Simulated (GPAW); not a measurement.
# STM contrast on a 8-layer slab of Ag(100)

What would a tunnelling microscope show on a 8-layer slab of Ag(100)?

Method: GPAW, PAW setups; slab in vacuum, relaxation, in the first sound run; inputs show where later runs differ, in GPAW 26.7.0.

## Step 1: The starting structure

The cell holds 8 atoms: 8 Ag. Cell: a = 2.892 Å, b = 2.892 Å, c = 30.315 Å, α = 90.0°, β = 90.0°, γ = 90.0°. Vacuum lies along c.

## Step 2: Relaxation

The atoms are relaxed first, since the surface dipole, and with it the work function, follows the positions of the outer layers. The lowest 4 atoms are held at bulk positions and keep their forces.

run.py reads:

```python
import json
import numpy as np
from ase import Atoms
from ase.constraints import FixAtoms
from ase.optimize import BFGS
from gpaw import GPAW, PW

slab = Atoms(
    ['Ag', 'Ag', 'Ag', 'Ag', 'Ag', 'Ag', 'Ag', 'Ag'],
    positions=[
        [1.44603, 1.44603, 8.00000],
        [0.00000, 0.00000, 10.04500],
        [1.44603, 1.44603, 12.09000],
        [0.00000, 0.00000, 14.13500],
        [1.44603, 1.44603, 16.18000],
        [0.00000, 0.00000, 18.22500],
        [1.44603, 1.44603, 20.27000],
        [0.00000, 0.00000, 22.31500]],
    cell=[[2.89207, 0.0, 0.0], [0.0, 2.89207, 0.0], [0.0, 0.0, 30.315]],
    pbc=[True, True, False])

slab.calc = GPAW(mode=PW(400), xc='PBE', kpts={'size': (11, 11, 1), 'gamma': True},
                 occupations={'name': 'fermi-dirac', 'width': 0.1}, nbands='160%',
                 convergence={'density': 1e-05}, maxiter=200,
                 poissonsolver={'dipolelayer': 'xy'},
                 symmetry={'tolerance': 1e-3, 'extra_ids': [1, 1, 1, 1, 0, 0, 0, 0]}, txt='slab.txt')
result = {}
slab.set_constraint(FixAtoms([0, 1, 2, 3]))
path = []
opt = BFGS(slab, maxstep=0.2)
opt.attach(lambda: path.append((slab.get_potential_energy(), slab.positions.tolist(), slab.get_forces().tolist())))
result['relaxed'] = bool(opt.run(fmax=0.03, steps=40))
result['path'] = path
energy = slab.get_potential_energy()
fermi = slab.calc.get_fermi_level()
v = slab.calc.get_electrostatic_potential().mean((0, 1)) - fermi
n = slab.calc.get_pseudo_density().mean((0, 1))
L = slab.cell[2, 2]
z = np.arange(len(v)) * L / len(v)
low, high = slab.positions[:, 2].min(), slab.positions[:, 2].max()
below, above = np.interp([low - 5.8, high + 5.8], z, v)
slopes = [np.interp(x, z, np.gradient(v, z)) for x in (low - 5.8, high + 5.8)]
eps = np.array([[slab.calc.get_eigenvalues(k, s) for k in range(len(slab.calc.get_ibz_k_points()))]
                for s in range(slab.calc.get_number_of_spins())]) - fermi
top, bottom = eps[eps < 0].max(), eps[eps > 0].min()
dipole = slab.get_dipole_moment()[2]
print(f'energy {energy:.4f} eV, Fermi level {fermi:.4f} eV, dipole {dipole:.5f} e A')
print(f'potential 5.8 A off the faces, from the Fermi level: lower {below:.4f} eV, upper {above:.4f} eV')
print(f'slope of the potential there: lower {slopes[0]:.5f}, upper {slopes[1]:.5f} eV/A')
print(f'nearest levels on the mesh: {top:.4f} and {bottom:.4f} eV')
print('magnetic moment', round(slab.get_magnetic_moment(), 3))
result.update(energy=energy, fermi=fermi, dipole=dipole, below=below, above=above, slopes=slopes, edges=[top, bottom],
              z=z.tolist(), v=v.tolist(), n=n.tolist(), positions=slab.positions.tolist(),
              forces=slab.get_forces(apply_constraint=False).tolist(), moments=slab.get_magnetic_moments().tolist())
json.dump(result, open('result.json', 'w'))
```

On the command line:

```bash
OMP_NUM_THREADS=1 OPENBLAS_NUM_THREADS=1 python run.py
```

The program printed:

```text
Step          Energy          fmax
BFGS:    0      -21.767880        0.147934
BFGS:    1      -21.768348        0.138411
BFGS:    2      -21.776570        0.139945
BFGS:    3      -21.779033        0.166814
BFGS:    4      -21.780707        0.176463
BFGS:    5      -21.785302        0.172537
BFGS:    6      -21.789544        0.175173
BFGS:    7      -21.793442        0.170168
BFGS:    8      -21.794695        0.139005
BFGS:    9      -21.795367        0.110500
BFGS:   10      -21.796379        0.102172
BFGS:   11      -21.797632        0.088045
BFGS:   12      -21.798484        0.046251
BFGS:   13      -21.798808        0.050588
BFGS:   14      -21.798956        0.048892
BFGS:   15      -21.799046        0.040379
BFGS:   16      -21.799149        0.020458
energy -21.7690 eV, Fermi level 2.4860 eV, dipole 0.00034 e A
potential 5.8 A off the faces, from the Fermi level: lower 4.3163 eV, upper 4.3175 eV
slope of the potential there: lower -0.00019, upper 0.00008 eV/A
nearest levels on the mesh: -0.0497 and 0.0251 eV
magnetic moment 0.0
```

The job ended after 44 min (1 thread of Intel Xeon 6975P-C (Granite Rapids), shared host; peak memory 0.38 GiB).

Relaxation path:

```
step  energy less that of the first step (eV)  largest force (eV/Å)
   1                                   0.0000                0.1479
   2                                  -0.0005                0.1384
   3                                  -0.0090                0.1399
   4                                  -0.0117                0.1668
   5                                  -0.0134                0.1765
   6                                  -0.0183                0.1725
   7                                  -0.0226                0.1752
   8                                  -0.0266                0.1702
   9                                  -0.0278                0.1390
  10                                  -0.0284                0.1105
  11                                  -0.0294                0.1022
  12                                  -0.0306                0.0880
  13                                  -0.0315                0.0463
  14                                  -0.0319                0.0506
  15                                  -0.0321                0.0489
  16                                  -0.0322                0.0404
  17                                  -0.0323                0.0205
```

The atoms that moved most (Å):

```csv
atom,dx,dy,dz,length
Ag8,0.000,0.000,0.284,0.284
Ag7,0.000,0.000,0.248,0.248
Ag6,0.000,0.000,0.163,0.163
Ag5,0.000,0.000,0.084,0.084
```

The relaxed structure:

```xyz
8
Lattice="2.8921 0.0000 0.0000 0.0000 2.8921 0.0000 0.0000 0.0000 30.3150" Properties=species:S:1:pos:R:3
Ag    1.4460    1.4460    8.0000
Ag    0.0000    0.0000   10.0450
Ag    1.4460    1.4460   12.0900
Ag    0.0000    0.0000   14.1350
Ag    1.4460    1.4460   16.2639
Ag    0.0000    0.0000   18.3885
Ag    1.4460    1.4460   20.5182
Ag    0.0000    0.0000   22.5991
```

This step gave:

| Item | Value |
| --- | --- |
| dipole along the normal | 3.39e-4 e·Å |
| levels nearest the Fermi level on the mesh | -0.04967, 0.02513 eV from the Fermi level |
| upper work function | 4.317 eV |
| lower work function | 4.316 eV |

The electrostatic potential energy of an electron (without an applied field's), less the Fermi level, planar mean oscillates, so the rows of the table below give means over windows of 2.06 Å about each position, cut where the curve ends. Its maxima inside the range that stand out by 2 % of the span (Å: eV): 9.0: -0.782, 11.0: -0.869, 13.1: -0.863, 15.2: -0.268, 17.3: -0.233, 19.5: -0.210, 21.5: -0.467. Its minima: 8.0: -17.3, 10.1: -17.6, 12.1: -17.5, 14.2: -17.4, 16.2: -17.5, 18.4: -17.5, 20.6: -17.4, 22.6: -17.2.

The electrostatic potential energy of an electron (without an applied field's), less the Fermi level, planar mean by z; means over each step:

z (Å), electrostatic potential energy of an electron (without an applied field's), less the Fermi level, planar mean (eV) and a bar from the least value:
```
     1.03        4.3 ##############################
     3.09        4.3 ##############################
     5.15        4.2 ##############################
     7.21       -4.4 #########
     9.27       -8.3 
    11.33       -8.3 
    13.39       -8.3 
    15.45       -7.6 ##
    17.51       -7.5 ##
    19.57       -7.4 ##
    21.63       -7.8 #
    23.69       -1.5 ################
    25.75        4.3 ##############################
    27.81        4.3 ##############################
    29.87        4.3 ##############################
```

The pseudo valence density, planar mean oscillates, so the rows of the table below give means over windows of 2.17 Å about each position, cut where the curve ends. Its maxima inside the range that stand out by 2 % of the span (Å: e/Å³): 8.0: 2.24, 10.0: 2.16, 12.1: 2.22, 14.1: 2.20, 16.2: 2.23, 18.4: 2.23, 20.6: 2.21, 22.5: 2.17. Its minima: 9.1: 0.273, 11.0: 0.268, 13.2: 0.280, 15.2: 0.236, 17.3: 0.235, 19.5: 0.235, 21.7: 0.264.

The pseudo valence density, planar mean by z; means over each step:

z (Å), pseudo valence density, planar mean (e/Å³) and a bar:
```
     3.25       0.00 
     5.42       0.01 
     7.59       0.88 ###########################
     9.77       0.96 ##############################
    11.93       0.96 ##############################
    14.11       0.95 ##############################
    16.27       0.94 #############################
    18.45       0.94 #############################
    20.62       0.95 ##############################
    22.79       0.91 ############################
    24.95       0.01 
    27.12       0.00
```

The relaxation lowered the energy of the cell by 0.0323 eV (energies extrapolated to zero smearing; the optimiser's log prints free energies). The largest force left on a free atom is 0.020 eV/Å.

## Step 3: The slab's potential

The work function is the vacuum plateau of the electrostatic potential less the Fermi level; a dipole layer lets the two faces have plateaus of their own.

This step: GPAW, PAW setups; slab in vacuum (GPAW 26.7.0).

run.py, as its differences from that of step 2:

```diff
@@ -3,4 +3,3 @@
 from ase import Atoms
-from ase.constraints import FixAtoms
-from ase.optimize import BFGS
+from ase.dft.stm import STM
 from gpaw import GPAW, PW
@@ -14,6 +13,6 @@
         [0.00000, 0.00000, 14.13500],
-        [1.44603, 1.44603, 16.18000],
-        [0.00000, 0.00000, 18.22500],
-        [1.44603, 1.44603, 20.27000],
-        [0.00000, 0.00000, 22.31500]],
+        [1.44603, 1.44603, 16.26394],
+        [0.00000, 0.00000, 18.38845],
+        [1.44603, 1.44603, 20.51824],
+        [-0.00000, 0.00000, 22.59913]],
     cell=[[2.89207, 0.0, 0.0], [0.0, 2.89207, 0.0], [0.0, 0.0, 30.315]],
@@ -25,10 +24,4 @@
                  poissonsolver={'dipolelayer': 'xy'},
-                 symmetry={'tolerance': 1e-3, 'extra_ids': [1, 1, 1, 1, 0, 0, 0, 0]}, txt='slab.txt')
+                 symmetry={'tolerance': 1e-3}, txt='slab.txt')
 result = {}
-slab.set_constraint(FixAtoms([0, 1, 2, 3]))
-path = []
-opt = BFGS(slab, maxstep=0.2)
-opt.attach(lambda: path.append((slab.get_potential_energy(), slab.positions.tolist(), slab.get_forces().tolist())))
-result['relaxed'] = bool(opt.run(fmax=0.03, steps=40))
-result['path'] = path
 energy = slab.get_potential_energy()
@@ -54,2 +47,16 @@
               forces=slab.get_forces(apply_constraint=False).tolist(), moments=slab.get_magnetic_moments().tolist())
+
+# Images need the states of the whole zone, up to time reversal
+slab.calc = slab.calc.fixed_density(symmetry={'point_group': False}, txt='states.txt',
+                                    convergence={'bands': 'CBM+1.3'})
+stm = STM(slab)
+result['stm'] = []
+for bias in [-1.0, 1.0]:
+    height = high + 4.0
+    current = stm.get_averaged_current(bias, height)
+    x, y, h = stm.scan(bias, current)
+    i, f = divmod(height / L * stm.ldos.shape[2], 1)
+    I = abs((1 - f) * stm.ldos[:, :, int(i)] + f * stm.ldos[:, :, int(i) + 1])
+    print(f'bias {bias} V: mean current at 4.0 A {current:.4e}, corrugation {np.ptp(h):.4f} A')
+    result['stm'].append(dict(bias=bias, current=current, h=(h - high).tolist(), I=I.tolist()))
 json.dump(result, open('result.json', 'w'))
```

The program printed:

```text
energy -21.7691 eV, Fermi level 2.4861 eV, dipole -0.00010 e A
potential 5.8 A off the faces, from the Fermi level: lower 4.3156 eV, upper 4.3179 eV
slope of the potential there: lower -0.00019, upper 0.00008 eV/A
nearest levels on the mesh: -0.0497 and 0.0251 eV
magnetic moment 0.0
bias -1.0 V: mean current at 4.0 A 1.6553e-05, corrugation 0.0224 A
bias 1.0 V: mean current at 4.0 A 4.7194e-05, corrugation 0.0185 A
```

Wall time 8.3 min (1 thread); peak memory 1 GiB.

Numbers from this step:

| Quantity | Value |
| --- | --- |
| dipole along the normal | -9.98e-5 e·Å |
| levels nearest the Fermi level on the mesh | -0.04967, 0.02512 eV from the Fermi level |
| upper work function | 4.318 eV |
| corrugation -1 | 0.02235 Å |
| corrugation 1 | 0.01846 Å |

The electrostatic potential energy of an electron (without an applied field's), less the Fermi level, planar mean oscillates, so the rows of the table below give means over windows of 2.06 Å about each position, cut where the curve ends. Its maxima inside the range that stand out by 2 % of the span (Å: eV): 9.0: -0.782, 11.0: -0.869, 13.1: -0.863, 15.2: -0.268, 17.3: -0.233, 19.5: -0.209, 21.5: -0.467. Its minima: 8.0: -17.3, 10.1: -17.6, 12.1: -17.5, 14.2: -17.4, 16.2: -17.5, 18.4: -17.5, 20.6: -17.4, 22.6: -17.2.

The electrostatic potential energy of an electron (without an applied field's), less the Fermi level, planar mean by z; means over each step:

| z (Å) | electrostatic potential energy of an electron (without an applied field's), less the Fermi level, planar mean (eV) |
| --- | --- |
| 1.03 | 4.32 |
| 3.09 | 4.31 |
| 5.15 | 4.24 |
| 7.21 | -4.43 |
| 9.27 | -8.25 |
| 11.33 | -8.33 |
| 13.39 | -8.31 |
| 15.45 | -7.56 |
| 17.51 | -7.53 |
| 19.57 | -7.45 |
| 21.63 | -7.83 |
| 23.69 | -1.45 |
| 25.75 | 4.28 |
| 27.81 | 4.32 |
| 29.87 | 4.32 |

The pseudo valence density, planar mean oscillates, so the rows of the table below give means over windows of 2.17 Å about each position, cut where the curve ends. Its maxima inside the range that stand out by 2 % of the span (Å: e/Å³): 8.0: 2.24, 10.0: 2.16, 12.1: 2.22, 14.1: 2.20, 16.2: 2.23, 18.4: 2.23, 20.6: 2.21, 22.5: 2.17. Its minima: 9.1: 0.273, 11.0: 0.268, 13.2: 0.280, 15.2: 0.236, 17.3: 0.235, 19.5: 0.235, 21.7: 0.264.

Pseudo valence density, planar mean against z; means over each step:

```
z (Å)  pseudo valence density, planar mean (e/Å³)
 3.25                                      2.6e-5
 5.42                                     0.00569
 7.59                                       0.877
 9.77                                       0.959
11.93                                       0.955
14.11                                       0.948
16.27                                       0.942
18.45                                       0.942
20.62                                       0.945
22.79                                       0.908
24.95                                      0.0104
27.12                                      4.4e-5
```

Tip height over the top atom over a1 and a2. Sample bias -1 V, constant current at the mean current 4.0 Å over the top atom.

Values in Å, 14 rows by 14 columns:
```
4.009 4.009 4.009 4.008 4.006 4.002 4.000 4.000 4.000 4.002 4.006 4.008 4.009 4.009
4.010 4.009 4.007 4.005 4.003 4.000 3.998 3.997 3.998 4.000 4.003 4.005 4.007 4.009
4.010 4.008 4.005 4.003 4.000 3.998 3.995 3.994 3.995 3.998 4.000 4.003 4.005 4.008
4.007 4.006 4.003 4.000 3.998 3.994 3.991 3.990 3.991 3.994 3.998 4.000 4.003 4.006
4.003 4.002 4.000 3.998 3.994 3.990 3.988 3.988 3.988 3.990 3.994 3.998 4.000 4.002
4.001 4.000 3.998 3.995 3.991 3.988 3.989 3.990 3.989 3.988 3.991 3.995 3.998 4.000
4.001 4.000 3.997 3.994 3.990 3.988 3.990 3.993 3.990 3.988 3.990 3.994 3.997 4.000
4.001 4.000 3.998 3.995 3.991 3.988 3.989 3.990 3.989 3.988 3.991 3.995 3.998 4.000
4.003 4.002 4.000 3.998 3.994 3.990 3.988 3.988 3.988 3.990 3.994 3.998 4.000 4.002
4.007 4.006 4.003 4.000 3.998 3.994 3.991 3.990 3.991 3.994 3.998 4.000 4.003 4.006
4.010 4.008 4.005 4.003 4.000 3.998 3.995 3.994 3.995 3.998 4.000 4.003 4.005 4.008
4.010 4.009 4.007 4.005 4.003 4.000 3.998 3.997 3.998 4.000 4.003 4.005 4.007 4.009
4.009 4.009 4.009 4.008 4.006 4.002 4.000 4.000 4.000 4.002 4.006 4.008 4.009 4.009
4.008 4.009 4.010 4.010 4.007 4.003 4.001 4.001 4.001 4.003 4.007 4.010 4.010 4.009
```
Columns: a1 from 0 to 0.929; rows upwards: a2 from 0 to 0.929.

Local density of states summed over the bias window over a1 and a2. Sample bias -1 V, constant height 4.0 Å over the top atom.

Values in units of 1e-5 arbitrary, 14 rows by 14 columns:
```
1.7 1.7 1.7 1.7 1.7 1.7 1.7 1.7 1.7 1.7 1.7 1.7 1.7 1.7
1.7 1.7 1.7 1.7 1.7 1.7 1.6 1.6 1.6 1.7 1.7 1.7 1.7 1.7
1.7 1.7 1.7 1.7 1.7 1.6 1.6 1.6 1.6 1.6 1.7 1.7 1.7 1.7
1.7 1.7 1.7 1.7 1.6 1.6 1.6 1.6 1.6 1.6 1.6 1.7 1.7 1.7
1.7 1.7 1.7 1.6 1.6 1.6 1.6 1.6 1.6 1.6 1.6 1.6 1.7 1.7
1.7 1.7 1.6 1.6 1.6 1.6 1.6 1.6 1.6 1.6 1.6 1.6 1.6 1.7
1.7 1.7 1.6 1.6 1.6 1.6 1.6 1.6 1.6 1.6 1.6 1.6 1.6 1.7
1.7 1.7 1.6 1.6 1.6 1.6 1.6 1.6 1.6 1.6 1.6 1.6 1.6 1.7
1.7 1.7 1.7 1.6 1.6 1.6 1.6 1.6 1.6 1.6 1.6 1.6 1.7 1.7
1.7 1.7 1.7 1.7 1.6 1.6 1.6 1.6 1.6 1.6 1.6 1.7 1.7 1.7
1.7 1.7 1.7 1.7 1.7 1.6 1.6 1.6 1.6 1.6 1.7 1.7 1.7 1.7
1.7 1.7 1.7 1.7 1.7 1.7 1.6 1.6 1.6 1.7 1.7 1.7 1.7 1.7
1.7 1.7 1.7 1.7 1.7 1.7 1.7 1.7 1.7 1.7 1.7 1.7 1.7 1.7
1.7 1.7 1.7 1.7 1.7 1.7 1.7 1.7 1.7 1.7 1.7 1.7 1.7 1.7
```
Columns: a1 from 0 to 0.929; rows upwards: a2 from 0 to 0.929.

Tip height over the top atom over a1 and a2. Sample bias 1 V, constant current at the mean current 4.0 Å over the top atom.

Values in Å, 14 rows by 14 columns:
```
4.008 4.008 4.007 4.007 4.005 4.003 4.000 3.998 4.000 4.003 4.005 4.007 4.007 4.008
4.008 4.007 4.005 4.004 4.003 4.001 3.999 3.998 3.999 4.001 4.003 4.004 4.005 4.007
4.008 4.007 4.004 4.001 3.999 3.999 3.997 3.996 3.997 3.999 3.999 4.001 4.004 4.007
4.006 4.005 4.003 3.999 3.997 3.995 3.993 3.992 3.993 3.995 3.997 3.999 4.003 4.005
4.003 4.003 4.001 3.999 3.995 3.992 3.990 3.990 3.990 3.992 3.995 3.999 4.001 4.003
4.000 4.000 3.999 3.997 3.993 3.990 3.990 3.991 3.990 3.990 3.993 3.997 3.999 4.000
3.998 3.998 3.998 3.996 3.992 3.990 3.991 3.993 3.991 3.990 3.992 3.996 3.998 3.998
4.000 4.000 3.999 3.997 3.993 3.990 3.990 3.991 3.990 3.990 3.993 3.997 3.999 4.000
4.003 4.003 4.001 3.999 3.995 3.992 3.990 3.990 3.990 3.992 3.995 3.999 4.001 4.003
4.006 4.005 4.003 3.999 3.997 3.995 3.993 3.992 3.993 3.995 3.997 4.000 4.003 4.005
4.008 4.007 4.004 4.001 3.999 3.999 3.997 3.996 3.997 3.999 4.000 4.001 4.004 4.007
4.008 4.007 4.005 4.004 4.003 4.001 3.999 3.998 3.999 4.001 4.003 4.004 4.005 4.007
4.008 4.008 4.007 4.007 4.005 4.003 4.000 3.998 4.000 4.003 4.005 4.007 4.007 4.008
4.008 4.008 4.008 4.008 4.006 4.003 4.000 3.998 4.000 4.003 4.006 4.008 4.008 4.008
```
Columns: a1 from 0 to 0.929; rows upwards: a2 from 0 to 0.929.

Local density of states summed over the bias window over a1 and a2. Sample bias 1 V, constant height 4.0 Å over the top atom.

Ten even steps from '0' (4.61 × 1e-5 arbitrary) to '9' (4.81 × 1e-5 arbitrary):
```
99998654568999
99876654566789
99765433345679
88653211123568
76642100012466
55531000001355
44431001001344
55531000001355
76642100012466
88653211123568
99765433345679
99876654566789
99998654568999
99998754578999
```
Columns: a1 from 0 to 0.929; rows upwards: a2 from 0 to 0.929.

Force by atom:

```csv
atom,x (eV/Å),y (eV/Å),z (eV/Å),size
Ag1,0.000,0.000,-0.108,0.108
Ag2,0.000,0.000,-0.144,0.144
Ag3,0.000,0.000,0.002,0.002
Ag4,0.000,0.000,0.258,0.258
Ag5,0.000,0.000,-0.004,0.004
Ag6,0.000,0.000,0.023,0.023
Ag7,0.000,0.000,-0.008,0.008
Ag8,0.000,0.000,-0.012,0.012
```

The potential is flat to 1.9e-4 eV/Å where it is read, so the vacuum is wide enough.

## Step 4: Results

```yaml
work_function_both_faces: 4.32 eV
dipole_along_the_normal: -1.0e-4 e Å
corrugation_at_minus_1_v: 0.0224 Å
corrugation_at_1_v: 0.0185 Å
```

**Reading.** In GPAW's constant-current maps the tip height varies by under 0.05 Å at every bias shown (0.022 Å at most), which is near the numerical ripple of the maps: an s-wave tip would see an almost flat surface. Negative sample bias images filled states, positive bias empty ones. The measured value for this face is 4.36 eV (as compiled in "Anisotropic work function of elemental crystals", 2019, arxiv:1902.07811); the relaxed upper face lies 0.042 eV under it with PBE. Measured work functions scatter by a tenth of an eV or more between methods. The images are of Tersoff-Hamann type: an s-wave tip, no tip-sample forces, heights closer than in a microscope. The in-plane lattice was kept as typed, which isn't the functional's own and leaves some strain; spin-orbit coupling and temperature are left out.

[Logs are printed without paths, hosts, clocks, repeated set-up lines and the standing remarks that a program may print on its own settings, such as how far it seeks lower states.]

[Hosts, paths, dates, database ids (printed as entryN), source tags and the programs' standing remarks are cut or masked in the printed files.]
